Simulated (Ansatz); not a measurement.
# (PbSe)3(SnTe)1 [001] superlattice, started as rocksalt type: a soft mode frozen in

Aim: this structure of (PbSe)3(SnTe)1 [001] superlattice, started as rocksalt type is to be tested for unstable modes, and one is followed downhill.

Main program and level: Ansatz 0.2.0; DFT LDA, scalar-relativistic, plane waves, PAW.

Most raw output is cut from this account.

The structure was built from a prototype and need not be the compound's stable phase.

### 1. Starting point

Symmetry: P4/mmm, No. 123, tetragonal system. Conventional cell: a = 4.307 Å, b = 4.307 Å, c = 12.194 Å, α = 90.00°, β = 90.00°, γ = 90.00°. Nearest to Pb lie 5 Se at 2.97 to 3.05 Å and 1 Te at 3.13 Å. Nearest to Pb lie 6 Se at 3.05 to 3.08 Å. Se has 1 Sn at 3.02 Å and 5 Pb at 3.05 to 3.08 Å nearest. Nearest to Se lie 6 Pb at 2.97 to 3.05 Å. Nearest to Sn lie 2 Se at 3.02 Å and 4 Te at 3.05 Å. Nearest to Te lie 4 Sn at 3.05 Å and 2 Pb at 3.13 Å. Farther neighbours and most contacts between anions are not listed.

### 2. Zone-centre response

The cell comes from relaxations at this level that are not shown. The zone centre is the only wavevector solved here; it holds the modes that light can see, as far as symmetry allows. No field response is asked, since the mesh shows no gap.

input.yaml reads:

```yaml
crystal:
  lattice:
    - [3.0456738379, 3.0456738379, 0.0]
    - [-3.0456738379, 3.0456738379, 0.0]
    - [0.0, 0.0, 12.1942266317]
  atoms:
    - { symbol: Pb, position: [0.0, 0.0, 0.0066638121] }
    - { symbol: Pb, position: [0.5, 0.5, 0.25] }
    - { symbol: Pb, position: [0.0, 0.0, 0.4933361879] }
    - { symbol: Se, position: [0.5, 0.5, -0.0023872511] }
    - { symbol: Se, position: [1.0, 0.0, 0.25] }
    - { symbol: Se, position: [0.5, 0.5, 0.5023872511] }
    - { symbol: Sn, position: [0.5, 0.5, 0.75] }
    - { symbol: Te, position: [1.0, 0.0, 0.75] }
kpoints:
  mp_grid: { grid: [8, 8, 4] }
hamiltonian:
  xc: lda
scf:
  occupations: { method: methfessel_paxton, width: 0.15 }
output:
  eigenvalues: true
phonons:
  method: dfpt
```

On the command line:

```sh
> ansatz run input.yaml --threads 8 --pin off --max-ram 14336MiB --backend cpu --events-out ev --progress --plain --runs-dir out
```

It took 3.8 min on 8 threads of Arm Neoverse V2, shared host; peak memory 3.8 GiB.

Numbers from this step:

| Property | Result |
| --- | --- |
| volume per atom | 28.28 Å³ |
| gap on the k-mesh | 0 eV |
| sum-rule residual before enforcement | 1.06e-4 eV/Å² |
| point group | 4/mmm |
| highest optical mode at the zone centre (no LO-TO term) | 130.2 cm⁻¹ |
| lowest optical zone-centre mode | -26.97 cm⁻¹ |

Patterns of degenerate modes are one choice out of their space. Modes at Γ, with each element's share of the kinetic energy (negative means imaginary):

```
mode  frequency (cm⁻¹)  symmetry  Pb %  Se %  Sn %  Te %
   1             -27.0       A2u    24    39    32     5
   2               0.0  acoustic    56    21    11    12
   3               0.0  acoustic    56    21    11    12
   4               0.0  acoustic    56    21    11    12
   5              25.1        Eg    88    12     0     0
   6              25.1        Eg    88    12     0     0
   7              26.9        Eu    32     1    27    39
   8              26.9        Eu    32     1    27    39
   9              31.5        Eu    85    14     0     0
  10              31.5        Eu    85    14     0     0
  11              54.7        Eu    14    68    17     0
  12              54.7        Eu    14    68    17     0
  13              57.7       A2u    58    38     2     2
  14              75.1        Eu    10    86     4     0
  15              75.1        Eu    10    86     4     0
  16              76.8        Eg    12    88     0     0
  17              76.8        Eg    12    88     0     0
  18              77.4       A2u    41     1    52     6
  19              82.5       A1g    90    10     0     0
  20              93.8        Eu     2     8    41    49
  21              93.8        Eu     2     8    41    49
  22              94.7       A2u    20    28     2    50
  23             117.1       A1g    10    90     0     0
  24             130.2       A2u     1    72     1    26
```

Displacements in mode 1 (-27.0 cm⁻¹), the largest set to 1:
```
Pb1  0.00  0.00 -0.07
Pb2  0.00  0.00  0.64
Pb3  0.00  0.00 -0.07
Se4  0.00  0.00 -0.90
Se5  0.00  0.00 -0.41
Se6  0.00  0.00 -0.90
Sn7  0.00  0.00  1.00
Te8  0.00  0.00 -0.39
```

Displacements in mode 17 (76.8 cm⁻¹), the largest set to 1:
```
Pb1  0.23  0.00  0.00
Pb2  0.00  0.00  0.00
Pb3 -0.23  0.00  0.00
Se4 -1.00 -0.02  0.00
Se5  0.00  0.00  0.00
Se6  1.00  0.02  0.00
Sn7  0.00  0.00  0.00
Te8  0.00  0.00  0.00
```

Before it was imposed, the acoustic sum rule was missed by 1.1e-4 eV/Å². Small misses are needed for a sound result but don't prove that mesh and cutoff are converged. The lowest optical mode is imaginary, 27.0i cm⁻¹, so the energy falls along it.

### 3. The mode frozen in, largest atomic shift 0 Å

The mode followed lies at Γ with frequency 27.0i cm⁻¹, the softest among the wavevectors solved. At small amplitude the distorted cell has space group no. 99 by a symmetry search on the positions. The undistorted cell that holds it gives the zero of energy on the same k mesh.

input.yaml reads:

```yaml
crystal:
  lattice:
    - [3.0456738379, 3.0456738379, 0.0]
    - [-3.0456738379, 3.0456738379, 0.0]
    - [0.0, 0.0, 12.1942266317]
  atoms:
    - { symbol: Pb, position: [0.0, 0.0, 0.0066638121] }
    - { symbol: Pb, position: [0.5, 0.5, 0.25] }
    - { symbol: Pb, position: [0.0, 0.0, 0.4933361879] }
    - { symbol: Se, position: [0.5, 0.5, 0.9976127489] }
    - { symbol: Se, position: [0.0, 0.0, 0.25] }
    - { symbol: Se, position: [0.5, 0.5, 0.5023872511] }
    - { symbol: Sn, position: [0.5, 0.5, 0.75] }
    - { symbol: Te, position: [0.0, 0.0, 0.75] }
kpoints:
  mp_grid: { grid: [8, 8, 4] }
hamiltonian:
  xc: lda
scf:
  occupations: { method: methfessel_paxton, width: 0.15 }
output:
  forces: true
  stress: true
  eigenvalues: true
```

Elapsed: 6.6 s, on 8 threads; peak memory 1.3 GiB; 50 s of CPU time.

This step gave:

- pressure: 0.001928 GPa
- energy from the undistorted cell: 0 meV/atom

The run ends at a pressure of 0.00 GPa, with forces up to 9.9e-4 eV/Å.

### 4. The mode frozen in, largest atomic shift 0.04 Å

The atoms are moved along the unstable eigenvector, the largest shift by 0.04 Å, with the cell fixed.

input.yaml, the sections that differ from step 3:

```yaml
crystal:
  lattice:
    - [3.0456738379, 3.0456738379, 0.0]
    - [-3.0456738379, 3.0456738379, 0.0]
    - [0.0, 0.0, 12.1942266317]
  atoms:
    - { symbol: Pb, position: [0.0, 0.0, 0.0068861551] }
    - { symbol: Pb, position: [0.5, 0.5, 0.2478886612] }
    - { symbol: Pb, position: [0.0, 0.0, 0.4935585309] }
    - { symbol: Se, position: [0.5, 0.5, 1.0005640668] }
    - { symbol: Se, position: [0.0, 0.0, 0.251355882] }
    - { symbol: Se, position: [0.5, 0.5, 0.5053385691] }
    - { symbol: Sn, position: [0.5, 0.5, 0.7467197592] }
    - { symbol: Te, position: [0.0, 0.0, 0.7512657948] }
# kpoints, hamiltonian, scf, output: as in step 3
```

Run time: 10 s. Hardware: 8 threads; peak memory 1.2 GiB.

This step gave:

```
pressure                         : 0.03538 GPa
energy from the undistorted cell : -0.07 meV/atom
```

The energy, extrapolated to zero smearing, is -0.07 meV/atom against the undistorted cell.

The run ends at a pressure of 0.04 GPa, with forces up to 0.0100 eV/Å.

### 5. Energy along the mode, all amplitudes (two of the runs are shown above)

An imaginary frequency means negative curvature, so the energy should fall and then rise again as anharmonic terms take over.

Numbers from this step:

```yaml
depth_at_the_lowest_point_sampled: 0.07 meV/atom
largest_atomic_shift_at_that_point: 0.04 Å
```

Energy from the parent against largest atomic shift:

```
largest atomic shift (Å)  energy from the parent (meV/atom)
                  0.0000                                  0
                  0.0400                              -0.07
                  0.0800                              -0.03
                  0.1400                               1.98
                  0.2200                               15.6
```

Displacement at unit largest shift by atom:

```
atom  x (Å)  y (Å)  z (Å)  size
 Pb1   0.00   0.00   0.07  0.07
 Pb2   0.00   0.00  -0.64  0.64
 Pb3   0.00   0.00   0.07  0.07
 Se4   0.00   0.00   0.90  0.90
 Se5   0.00   0.00   0.41  0.41
 Se6   0.00   0.00   0.90  0.90
 Sn7   0.00   0.00  -1.00  1.00
 Te8   0.00   0.00   0.39  0.39
```

The lowest of the steps tried is at 0.04 Å, 0.07 meV/atom below the parent; the bottom of the well need not coincide with a step.

### 6. Relaxation from the frozen mode

Starting from the lowest point found, all atoms and the cell are let go, so that strain and other modes of the same symmetry can join in.

Edit input.yaml of step 4 so:

```diff
@@ -24 +24,6 @@
   eigenvalues: true
+relax:
+  adjacent_minimum: "off"
+  f_tol: 0.002
+  max_steps: 120
+  cell: { stress_tol: 0.03 }
```

Elapsed: 95 s, on 8 threads; peak memory 1.3 GiB; 12 min of CPU time.

The steps of the relaxation:

```
step  energy less that of the first step (eV)  largest force component (eV/Å)  pressure (GPa)  volume (Å³)
   1                                   0.0000                          0.0100            0.04       226.23
   2                                   0.0000                          0.0100           -0.03       226.49
   3                                  -0.0001                          0.0089            0.00       226.41
   4                                  -0.0002                          0.0085            0.03       226.30
   5                                  -0.0003                          0.0217            0.01       226.71
   6                                  -0.0005                          0.0031            0.00       226.70
   7                                  -0.0005                          0.0036            0.00       226.69
   8                                  -0.0006                          0.0002            0.00       226.68
  9*                                  -0.0006                          0.0003            0.00       226.68
```

Relaxation steps marked * repeat the geometry before them on a plane-wave basis chosen anew for their cell, so energy and pressure can jump there.

The run keeps the 8 symmetry operations that it works with, so distortions that break them were not tested.

```
conventional cell, symmetrised  before   after  change
                         a (Å)   4.307   4.307  +0.0 %
                         b (Å)   4.307   4.307  +0.0 %
                         c (Å)  12.194  12.218  +0.2 %
              volume (Å³/atom)   28.28   28.34  +0.2 %
```

The atoms that moved most (Å, as changes of fractional coordinates times the final cell):

```
atom     dx     dy      dz  length
 Sn7  0.000  0.000  -0.038   0.038
 Pb2  0.000  0.000  -0.027   0.027
 Se4  0.000  0.000   0.025   0.025
 Se6  0.000  0.000   0.017   0.017
 Se5  0.000  0.000   0.012   0.012
 Te8  0.000  0.000   0.012   0.012
```

Numbers from this step:

```yaml
pressure: 3.65e-4 GPa
volume_per_atom: 28.34 Å³
```

The distorted start has space group P4mm; the relaxation ends in P4mm.

### 7. The new phase in its own primitive cell

The relaxed structure is symmetrised, reduced to its primitive cell and relaxed tightly, as its phonons need.

input.yaml, the sections that differ from step 6:

```yaml
crystal:
  lattice:
    - [4.3072644931, 0.0, 0.0]
    - [0.0, 4.3072644931, 0.0]
    - [0.0, 0.0, 12.2183815158]
  atoms:
    - { symbol: Pb, position: [0.0, 0.0, 0.0069371621] }
    - { symbol: Pb, position: [0.5, 0.5, 0.2457102062] }
    - { symbol: Pb, position: [0.0, 0.0, 0.4934509394] }
    - { symbol: Se, position: [0.5, 0.5, 0.0026497411] }
    - { symbol: Se, position: [0.0, 0.0, 0.252302862] }
    - { symbol: Se, position: [0.5, 0.5, 0.5067047156] }
    - { symbol: Sn, position: [0.5, 0.5, 0.7436092101] }
    - { symbol: Te, position: [0.0, 0.0, 0.7522125827] }
relax:
  adjacent_minimum: "off"
  f_tol: 0.001
  max_steps: 60
  cell: { stress_tol: 0.01 }
# kpoints, hamiltonian, scf, output: as in step 6
```

Elapsed: 26 s, on 8 threads; peak memory 1.3 GiB.

Little changed from the start: no atom moved by 0.005 Å and no cell edge by 0.1 %.

Numbers from this step:

* pressure: 3.66e-4 GPa

The largest force component left is 0.25 meV/Å and the pressure is 0.000 GPa, within the tolerances set. The cell now holds 28.34 Å³/atom.

### 8. Modes of the new phase

A relaxed structure may still be a saddle point, so its zone-centre modes are computed. No field response is asked, since the mesh shows no gap.

Edit input.yaml of step 7 so:

```diff
@@ -21,9 +21,4 @@
 output:
-  forces: true
-  stress: true
   eigenvalues: true
-relax:
-  adjacent_minimum: "off"
-  f_tol: 0.001
-  max_steps: 60
-  cell: { stress_tol: 0.01 }
+phonons:
+  method: dfpt
```

Elapsed: 6.3 min, on 8 threads; peak memory 4.3 GiB; 48 min of CPU time.

This step gave:

```
sum-rule residual before enforcement                    : 1.37e-4 eV/Å²
point group                                             : 4mm
highest optical mode at the zone centre (no LO-TO term) : 130.5 cm⁻¹
lowest optical zone-centre mode                         : 24.13 cm⁻¹
```

Patterns of degenerate modes are one choice out of their space. The modes at Γ (shares of kinetic energy by element, %):

```
mode  frequency (cm⁻¹)  symmetry  Pb %  Se %  Sn %  Te %
   1               0.0  acoustic    56    21    11    12
   2               0.0  acoustic    56    21    11    12
   3               0.0  acoustic    56    21    11    12
   4              24.1         E    71    12     8     9
   5              24.1         E    71    12     8     9
   6              28.1         E    46     2    21    30
   7              28.1         E    46     2    21    30
   8              31.6         E    85    14     0     0
   9              31.6         E    85    14     0     0
  10              40.2        A1    38    18    35    10
  11              56.3         E    16    70    14     0
  12              56.3         E    16    70    14     0
  13              60.3        A1    48    51     1     0
  14              70.0        A1    41    20    36     3
  15              75.7         E    10    86     4     0
  16              75.7         E    10    86     4     0
  17              77.6         E    12    87     1     0
  18              77.6         E    12    87     1     0
  19              83.8        A1    86     2     8     5
  20              93.9         E     2     8    42    49
  21              93.9         E     2     8    42    49
  22              94.6        A1    19    35     0    45
  23             125.8        A1     9    82     5     4
  24             130.5        A1     3    72     4    21
```

Displacements in mode 4 (24.1 cm⁻¹), the largest set to 1:
```
Pb1  1.00  0.68  0.00
Pb2  0.38  0.26  0.00
Pb3 -0.68 -0.46  0.00
Se4  0.47  0.32  0.00
Se5  0.11  0.08  0.00
Se6 -0.67 -0.45  0.00
Sn7 -0.56 -0.38  0.00
Te8 -0.58 -0.39  0.00
```

Displacements in mode 24 (130.5 cm⁻¹), the largest set to 1:
```
Pb1  0.00  0.00 -0.02
Pb2  0.00  0.00 -0.13
Pb3  0.00  0.00 -0.03
Se4  0.00  0.00  0.30
Se5  0.00  0.00  1.00
Se6  0.00  0.00 -0.40
Sn7  0.00  0.00  0.23
Te8  0.00  0.00 -0.48
```

Before it was imposed, the acoustic sum rule was missed by 1.4e-4 eV/Å². Small misses are needed for a sound result but don't prove that mesh and cutoff are converged. The lowest optical mode is real, 24.1 cm⁻¹.

### 9. The phases reached

The phases reached along the modes that were followed are set side by side.

Energies are those of the first relaxation, on the mesh of the frozen mode; space group, volume and gap are those of the last relaxation. Phases, by row:

```
         mode frozen in  space group  energy from parent (meV/atom)  volume (Å³/atom)  gap on mesh (eV)  lowest zone-centre optical mode (cm⁻¹)  largest shift (Å)
                 parent       P4/mmm                              0             28.28                 0                                       –                  –
q = (0, 0, 0), 27i cm⁻¹         P4mm                          -0.14             28.34                 0                                    24.1              0.084
```

### 10. Summary of results

| Item | Value |
| --- | --- |
| unstable mode of the parent | q = (0, 0, 0), 27i cm⁻¹ |
| depth at the lowest point sampled | 0.07 meV/atom |
| largest atomic shift at that point | 0.04 Å |
| space group reached (within 0.01 Å) | P4mm |
| energy gained over the parent (first relaxation, on the mesh of the frozen mode) | 0.142 meV/atom |
| volume per atom, phase reached | 28.3 Å³ |
| lowest optical zone-centre mode, phase reached | 24.1 cm⁻¹ |
| highest optical mode at the zone centre (no LO-TO term), phase reached | 130 cm⁻¹ |

**Reading.** Along this mode the structure falls into P4mm, 0.142 meV/atom below the parent. At the parent's cell the well is 0.07 meV/atom deep on the steps tried, with its lowest point at a shift of 0.04 Å. Relaxing atoms and cell changes the gain by +0.07 meV/atom against the lowest step (energies at zero smearing). The new phase has no imaginary mode at the zone centre of its cell; other wavevectors were not checked. How so shallow a well moves with the k mesh was not tested. Each path keeps the symmetry of its pattern, so a lower phase may lie along a pattern not tried. With no gap, or one that is small against the smearing, the frequencies hang on the k mesh and the smearing, most of all near Kohn anomalies. A semilocal functional can close a gap that the real compound would have, so the metallic treatment may be an artefact of the level. Spin-orbit coupling is left out, which can matter for the heavy elements here. The starting cell was built on a prototype and not taken from a measurement, so the phase need not exist.

[Logs are printed without paths, hosts, clocks, repeated set-up lines and the standing remarks that a program may print on its own settings, such as how far it seeks lower states.]

[Hosts, paths, dates, database ids (printed as entryN), source tags and the programs' standing remarks are cut or masked in the printed files.]
